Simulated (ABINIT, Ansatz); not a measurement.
# Cl (Cmce): G0W0 with ABINIT, start to end, part 3 of 3

How does a plane-wave GW calculation on Cl (Cmce) run from the first input to the gap?

ABINIT 10.8.3; PBE and many-body steps on it, plane waves. Known limits of the many-body steps: not at the basis limit; coarse k mesh.

So far. Step 4 (Empty states on the mesh, 4×4×2 mesh, 768 bands): On this mesh the gap is 2.469 eV. Step 5 (Screening, 4×4×2 mesh, 318 bands, screening to 176.9 eV): Local fields lower ε∞ by 19 %. On a Γ-centred mesh this coarse the value itself is usually too large, while a short band sum pulls it down.

### 6. Self-energy, 4×4×2 mesh, 318 bands, screening to 176.9 eV

The self-energy is evaluated for the states that the input lists, and the levels follow from it, in one-shot runs by the linearised quasiparticle equation.

This step: G0W0 on PBE, plane waves, norm-conserving pseudopotentials.

File run.abi:

```
acell 3*1.0 Angstrom
rprim 
  3.145000000000 -2.250000000000 0.000000000000
  3.145000000000 2.250000000000 0.000000000000
  0.000000000000 0.000000000000 8.210000000000
ntypat 1
znucl 17
natom 4
typat 1 1 1 1
xred 
  0.870000000000 0.130000000000 0.100000000000
  0.630000000000 0.370000000000 0.600000000000
  0.130000000000 0.870000000000 0.900000000000
  0.370000000000 0.630000000000 0.400000000000
pp_dirpath "pseudos"
pseudos "Cl.upf"
ecut 25
ngkpt 4 4 2
nshiftk 1
shiftk 0 0 0
kptopt 1
chksymbreak 0
istwfk *1
occopt 1
irdwfk 1
optdriver 4
nband 318
gwcalctyp 0
ecutsigx 25
symsigma 1
nkptgw 2
kptgw 
  0.5000000000 0.5000000000 0.0000000000
  0.0000000000 0.0000000000 0.0000000000
bdgw 
  13 16
  13 16
ecuteps 6.5
irdscr 1
ppmodel 1
indata_prefix "in"
outdata_prefix "out"
tmpdata_prefix "tmp"
```

On the command line:

```bash
$ OMP_NUM_THREADS=1 mpirun -n 4 abinit run.abi > log
```

Numbers of over 12 decimals in the logs are rounded to 6 here.

Output:

```text
.Version 10.8.3 of ABINIT. v10.8.2 released Aug 2026.

 Symmetries : space group Cm c a (# 64); Bravais oC (1-face-center ortho.)
[... echo of the input left out ...]
== DATASET  1 ==================================================================
-   mpi_nproc: 4, omp_nthreads: 1 (-1 if OMP is not activated)

--- !DatasetInfo
iteration_state: {dtset: 1, }
dimensions: {natom: 4, nkpt: 14, mband: 318, nsppol: 1, nspinor: 1, nspden: 1, mpw: 4726, }
cutoff_energies: {ecut:  25.0, pawecutdg:  -1.0, }
electrons: {nelect:   2.80000000E+01, charge:   0.00000000E+00, occopt:   1.00000000E+00, tsmear:   1.00000000E-02, }

 SIGMA: Calculation of the GW corrections

 Based on a program developped by R.W. Godby, V. Olevano, G. Onida, and L. Reining.
 Incorporated in ABINIT by V. Olevano, G.-M. Rignanese, and M. Torrent.
.Using double precision arithmetic ; gwpc =  8

[... cell and pseudopotentials left out ...]
--------------------------------------------------------------------------------

 ==== K-mesh for the wavefunctions ====
 Number of points in the irreducible wedge :    14
[... list of points left out ...]
 Together with  8 symmetry operations and time-reversal symmetry
 yields    32 points in the full Brillouin Zone.

 ==== Q-mesh for screening function ====
 Number of points in the irreducible wedge :    14
[... list of points left out ...]
 Together with  8 symmetry operations and time-reversal symmetry
 yields    32 points in the full Brillouin Zone.

 vcoul_init : cutoff-mode = AUXILIARY_FUNCTION
 q-points for optical limit:   1
     1)      0.000010    0.000020    0.000030
 setmesh: FFT mesh size selected  =    36x   36x   72
          total number of points  =        93312

 Number of electrons calculated from density =   28.0000; Expected =   28.0000
 average of density, n =  0.035710
 r_s =    1.8838
 omega_plasma =   18.2284 [eV]

 === KS Band Gaps ===
  >>>> For spin  1
   Minimum direct gap =   2.5251 [eV], located at k-point      :   0.0000  0.0000  0.0000
   Fundamental gap    =   2.4691 [eV], Top of valence bands at :   0.5000  0.5000  0.0000
                                       Bottom of conduction at :   0.0000  0.0000  0.0000
 SIGMA fundamental parameters:
 PLASMON POLE MODEL  1
 number of plane-waves for SigmaX                 4675
 number of plane-waves for SigmaC and W            611
 number of plane-waves for wavefunctions          4675
 number of bands                                   318
 number of independent spin polarizations            1
 number of spinorial components                      1
 number of k-points in IBZ                          14
 number of q-points in IBZ                          14
 number of symmetry operations                       8
 number of k-points in BZ                           32
 number of q-points in BZ                           32
 number of frequencies for dSigma/dE                 9
 frequency step for dSigma/dE [eV]                0.25
 number of omega for Sigma on real axis              0
 max omega for Sigma on real axis  [eV]           0.00
 zcut for avoiding poles [eV]                     0.10

 EPSILON^-1 parameters (SCR file):
 dimension of the eps^-1 matrix on file            611
 dimension of the eps^-1 matrix used               611
 number of plane-waves for wavefunctions          4675
 number of bands                                   318
 number of q-points in IBZ                          14
 number of frequencies                               2
 number of real frequencies                          1
 number of imag frequencies                          1

 matrix elements of self-energy operator (all in [eV])

 Perturbative Calculation

--- !SelfEnergy_ee
iteration_state: {dtset: 1, }
kpoint     : [   0.500,    0.500,    0.000, ]
spin       : 1
KS_gap     :    2.546
QP_gap     :    5.755
Delta_QP_KS:    3.209
data: !SigmaeeData |
     Band     E0 <VxcDFT>   SigX SigC(E0)      Z dSigC/dE  Sig(E)    E-E0       E
       13  -1.186 -14.321 -18.741   2.245   0.785  -0.274 -16.028  -1.707  -2.893
       14  -0.824 -14.674 -19.122   2.207   0.789  -0.268 -16.442  -1.768  -2.592
       15   1.722 -14.106  -8.998  -3.282   0.789  -0.267 -12.665   1.441   3.163
       16   1.912 -14.243  -9.064  -3.302   0.787  -0.270 -12.766   1.477   3.390

--- !SelfEnergy_ee
iteration_state: {dtset: 1, }
kpoint     : [   0.000,    0.000,    0.000, ]
spin       : 1
KS_gap     :    2.525
QP_gap     :    5.671
Delta_QP_KS:    3.146
data: !SigmaeeData |
     Band     E0 <VxcDFT>   SigX SigC(E0)      Z dSigC/dE  Sig(E)    E-E0       E
       13  -0.970 -14.511 -19.022   2.242   0.789  -0.268 -16.300  -1.789  -2.759
       14  -0.880 -14.708 -19.184   2.239   0.788  -0.269 -16.471  -1.763  -2.643
       15   1.645 -13.980  -8.981  -3.250   0.791  -0.264 -12.596   1.383   3.029
       16   2.208 -14.626  -9.222  -3.447   0.783  -0.277 -13.093   1.533   3.740

== END DATASET(S) ==============================================================
================================================================================

 -outvars: echo values of variables after computation  --------
           etotal      0.0000000000E+00
            nband         318
             nkpt          14
          spgroup          64
 [... the other variables as echoed above ...]

 Calculation completed.
```

Run time: 2.7 min. Hardware: 4 MPI ranks of Arm Neoverse V1, shared host; peak memory 5.5 GiB.

Numbers from this step:

* G0W0 gap on the points computed: 5.621 eV
* starting gap on the mesh: 2.469 eV
* k of the valence top: 0.5, 0.5, 0
* k of the conduction bottom: 0, 0, 0
* Z at the valence top: 0.789
* Z at the conduction bottom: 0.791
* least direct G0W0 gap on the computed points: 5.672 eV

The gap on the mesh goes from 2.47 eV to 5.62 eV, a correction of +3.15 eV.

Limits: finite bands, cutoff and mesh; coarse k mesh. v1 is the top filled band, c1 the lowest empty one. The levels before and after the correction (eV, zero at the valence-band top of each column):

|  | conduction bottom | valence top |
| --- | --- | --- |
| Kohn-Sham | 2.47 | 0.00 |
| G0W0 | 5.62 | 0.00 |

|  | level | energy (eV) |
| --- | --- | --- |
| Kohn-Sham | (0.5 0.5 0) v2 | -0.362 |
| Kohn-Sham | (0.5 0.5 0) v1 | 0.000 |
| Kohn-Sham | (0.5 0.5 0) c1 | 2.546 |
| Kohn-Sham | (0.5 0.5 0) c2 | 2.736 |
| Kohn-Sham | Γ v2 | -0.146 |
| Kohn-Sham | Γ v1 | -0.056 |
| Kohn-Sham | Γ c1 | 2.469 |
| Kohn-Sham | Γ c2 | 3.031 |
| G0W0 | (0.5 0.5 0) v2 | -0.301 |
| G0W0 | (0.5 0.5 0) v1 | 0.000 |
| G0W0 | (0.5 0.5 0) c1 | 5.755 |
| G0W0 | (0.5 0.5 0) c2 | 5.982 |
| G0W0 | Γ v2 | -0.167 |
| G0W0 | Γ v1 | -0.051 |
| G0W0 | Γ c1 | 5.621 |
| G0W0 | Γ c2 | 6.332 |

### 7. Where the time went

Times are wall times on 4 MPI ranks of Arm Neoverse V1, shared host, good to a factor of about two.

| step | time | share | memory (GiB) |
| --- | --- | --- | --- |
| ground state | 31 s | 3 % | 0.36 |
| bands along the symmetry lines | 36 s | 3 % | 0.39 |
| empty states on the mesh | 4.9 min | 26 % | 5.1 |
| screening | 11 min | 55 % | 4.9 |
| self-energy | 2.7 min | 14 % | 5.5 |

### 8. Outcome

* PBE gap: 2.46 eV, indirect
* G0W0 gap on the mesh: 5.62 eV
* GW settings: 4×4×2 mesh, 318 bands, screening to 176.9 eV, Godby-Needs plasmon pole
* known limits: not at the basis limit; coarse k mesh

G0W0 moves the gap on the mesh from 2.47 eV to 5.62 eV (+3.15 eV), with Z of 0.79 and 0.79 at the edges. Local fields lower the RPA ε∞ on this mesh from 3.46 to 2.81; a Γ-centred mesh this coarse tends to raise both, most where the direct gap is narrow, while a short band sum lowers them. Only 2 of the mesh's irreducible points were corrected, so a valley elsewhere could overtake. The dearest step here is «screening». Bands and cutoff are finite, so the gap is not at the basis limit. The miss can reach some tenths of an eV and take either sign; the mesh is an error of its own. In the G0W0 run levels were corrected at 2 k points alone, so a gap called «on the mesh» is the least over those, and an edge elsewhere would be missed. The 4×4×2 mesh is coarse for this cell, which bears on the long-range parts of exchange and screening.

[Paths, hosts, dates, memory and timing lines, banners, echoed tables and standing remarks are left out of the program output.]

[Logs are printed without paths, hosts, clocks, repeated set-up lines and the standing remarks that a program may print on its own settings, such as how far it seeks lower states.]

[Runs of the session that timed out or met a known fault of the program may be left out.]

[Hosts, paths, dates, database ids (printed as entryN), source tags and the programs' standing remarks are cut or masked in the printed files.]

[G0W0 gaps are taken among the corrected bands and points alone; a level outside them can change the order at an edge.]

[Where Ansatz stands beside ABINIT at settings called matched, ABINIT's density can come from a denser mesh and the files from another edition; pairs whose starting gaps differed by over 0.03 eV were left out, so agreement reads better than it is.]
